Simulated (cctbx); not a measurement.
**Lattice, Laue class and space group of a new crystal**

Cell: a = 9.3790 Å, b = 9.3790 Å, c = 9.3790 Å, α = 90.00°, β = 90.00°, γ = 90.00°. Expected content of the cell: Os8 Tb2 Sb24.

The data are simulated with cctbx, not measured: synchrotron X-rays, λ = 0.6889 Å, to d = 0.7 Å, 50 % of the full sphere, strongest reflection 20000 counts, noise from counting, a 6 % proportional error and a noise floor of 8 counts (s.d.); no absorption.

Tests on the unmerged data give:

```text
5027 reflections to d = 0.701 A
centring   violations  <I/sigma> of those
    A        828 of  2490      3.7
    B        841 of  2486      3.8
    C        825 of  2460      3.7
    I          0 of  2496     -0.0
    R       1301 of  3406      4.8
    F       1247 of  3718      3.8
Laue class    unique    Rint  (classes that these axes allow; Friedel mates merged)
I 1 2/m 1        1220   0.041
I 1 1 2/m        1227   0.041
I 2/m 1 1        1217   0.040
I m m m           715   0.044
I 4/m             659   0.364
I 4/m m m         394   0.372
I m -3            247   0.050
I m -3 m          152   0.381
space group    extra absences  I>4sigma  <I/sigma>
I 2 3                   0          0         -  acentric
I 21 3                  0          0         -  acentric
I m -3                  0          0         -  centric
Wilson B = 0.51 A^2   <|E^2-1|> = 0.984 (0.968 centric, 0.736 acentric)   E^2>4: 4.1 %
shell (A)         n   <I/sigma>
 6.63 - 1.40     36     27.8
 1.40 - 1.11     32     27.8
 1.11 - 0.97     30     29.5
 0.97 - 0.89     31     27.9
 0.89 - 0.82     30     27.3
 0.82 - 0.77     30     29.7
 0.77 - 0.73     25     24.1
 0.73 - 0.70     33     27.2
```

**Question.** What are the lattice type, the Laue class and the likely space group?

The reflections that I centring forbids are absent (⟨I/σ⟩ near 0), so the lattice is I.

Rint stays low (0.040 to 0.050) up to I m -3 and is 0.364 or more in the other classes.

3 settings pass the absence test. No glide or screw absences show, which leaves I 2 3, I 21 3 and I m -3.

⟨|E²−1|⟩ = 0.984 leans to a centrosymmetric structure. The Wilson B of 0.51 Å² means U ≈ 0.0065 Å².

The true group is Im-3 (no. 204), Laue class m-3, centrosymmetric. The tables only narrow the choice to the tied entries; cell content, site symmetry and trial solutions must settle it.

The model was made for the exercise: a known structure type with other elements put in, its volume estimated, not relaxed; displacement parameters are assumed.

[Logs are printed without paths, hosts, clocks, repeated set-up lines and the standing remarks that a program may print on its own settings, such as how far it seeks lower states.]
